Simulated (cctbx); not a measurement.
# Accept or mend?

Cell a = 8.0980 Å, b = 9.7960 Å, c = 16.1510 Å, α = 90.00°, β = 90.00°, γ = 90.00°; space group Pnma (no. 62). The compound is LaMo3S9.

Simulated single-crystal data (cctbx): Mo Kα, λ = 0.71073 Å, to d = 0.77 Å, 70 % of the full sphere, strongest reflection 40000 counts, noise from counting, a 2 % proportional error and a noise floor of 2 counts (s.d.); no absorption.

An anisotropic refinement with weights 1/σ² prints:

```text
Rint 0.033, 1554 unique reflections to 0.77 A
cycle     R1     wR2    GooF  max shift (A)
   1  0.0337  0.0755   2.404   0.00271
   2  0.0166  0.0392   1.249   0.00000
final R1 0.0166 wR2 0.0392 GooF 1.249  parameters 66  data/parameter 23.5
atom        x        y        z      Ueq    occ   su(xyz)  su(Uiso or U11)
La1    0.94470  0.75000  0.53581   0.0272  1.000  0.00003  0.0001
Mo1    0.79697  0.99690  0.28348   0.0251  1.000  0.00003  0.0001
Mo2    0.50000  0.50000  0.50000   0.0204  1.000  0.00000  0.0002
S1     0.97671  0.96414  0.15673   0.0352  1.000  0.00012  0.0004
S2     0.92081  0.25000  0.01870   0.0397  1.000  0.00018  0.0007
S3     0.90079  0.97335  0.66707   0.0267  1.000  0.00010  0.0004
S4     0.82038  0.75000  0.32525   0.0378  1.000  0.00017  0.0007
Al1    0.78913  0.25000  0.30266   0.0260  1.000  0.00016  0.0006
S5     0.79122  0.47099  0.45535   0.0338  1.000  0.00011  0.0004
difference map: max 1.11 min -0.43 rms 0.12
Q1    0.1937  0.7134  0.7143    8    1.12  0.47 A from Al1
Q2    0.2477  0.2500  0.1804    4    0.95  0.43 A from Al1
Q3    0.0718  0.2500  0.1144    4    0.38  1.97 A from S2
Q4    0.2035  0.2500  0.5835    4    0.38  1.49 A from S4
Q5    0.0938  0.2500  0.9294    4    0.38  2.01 A from S2
Q6    0.1419  0.2500  0.5055    4    0.37  0.97 A from La1
```

Q: Accept it or mend it, and why?

Mend it. The fault: wrong element: Al1 is S. Against the right model at the same level, R1 goes from 0.0133 to 0.0166 and GooF from 0.91 to 1.25, U of Al1 shrinks from 0.0378 to 0.0260 Å² and the top difference peak, 1.1 e/Å³, lies 0.47 Å from Al1. Al1 has 3 electrons too few and its U shrinks to make up, as expected.

The compound is LaMo3S9. The right model at the same level gives:

```text
Rint 0.033, 1554 unique reflections to 0.77 A
cycle     R1     wR2    GooF  max shift (A)
   1  0.0259  0.0581   1.849   0.00183
   2  0.0133  0.0286   0.912   0.00000
final R1 0.0133 wR2 0.0286 GooF 0.912  parameters 66  data/parameter 23.5
atom        x        y        z      Ueq    occ   su(xyz)  su(Uiso or U11)
La1    0.94469  0.75000  0.53581   0.0272  1.000  0.00003  0.0001
Mo1    0.79697  0.99690  0.28349   0.0251  1.000  0.00003  0.0001
Mo2    0.50000  0.50000  0.50000   0.0204  1.000  0.00000  0.0001
S1     0.97678  0.96420  0.15669   0.0352  1.000  0.00008  0.0003
S2     0.92091  0.25000  0.01871   0.0398  1.000  0.00013  0.0005
S3     0.90083  0.97332  0.66706   0.0267  1.000  0.00007  0.0003
S4     0.82027  0.75000  0.32520   0.0377  1.000  0.00013  0.0005
S5     0.78920  0.25000  0.30263   0.0378  1.000  0.00012  0.0005
S6     0.79123  0.47102  0.45535   0.0338  1.000  0.00008  0.0003
difference map: max 0.43 min -0.40 rms 0.09
Q1    0.1057  0.7500  0.6730    4    0.46  0.94 A from S5
Q2    0.2039  0.2500  0.5842    4    0.39  1.48 A from S4
Q3    0.1412  0.2500  0.5065    4    0.38  0.98 A from La1
Q4    0.0739  0.2500  0.1156    4    0.38  2.00 A from S2
Q5    0.0920  0.2500  0.9290    4    0.37  2.00 A from S2
Q6    0.2460  0.1954  0.4603    8    0.35  1.55 A from S2
```

The model is made up (kin elements in a known structure type, no relaxation), so it says nothing on whether the phase exists.

[Middle refinement cycles are left out of these outputs.]

[Logs are printed without paths, hosts, clocks, repeated set-up lines and the standing remarks that a program may print on its own settings, such as how far it seeks lower states.]
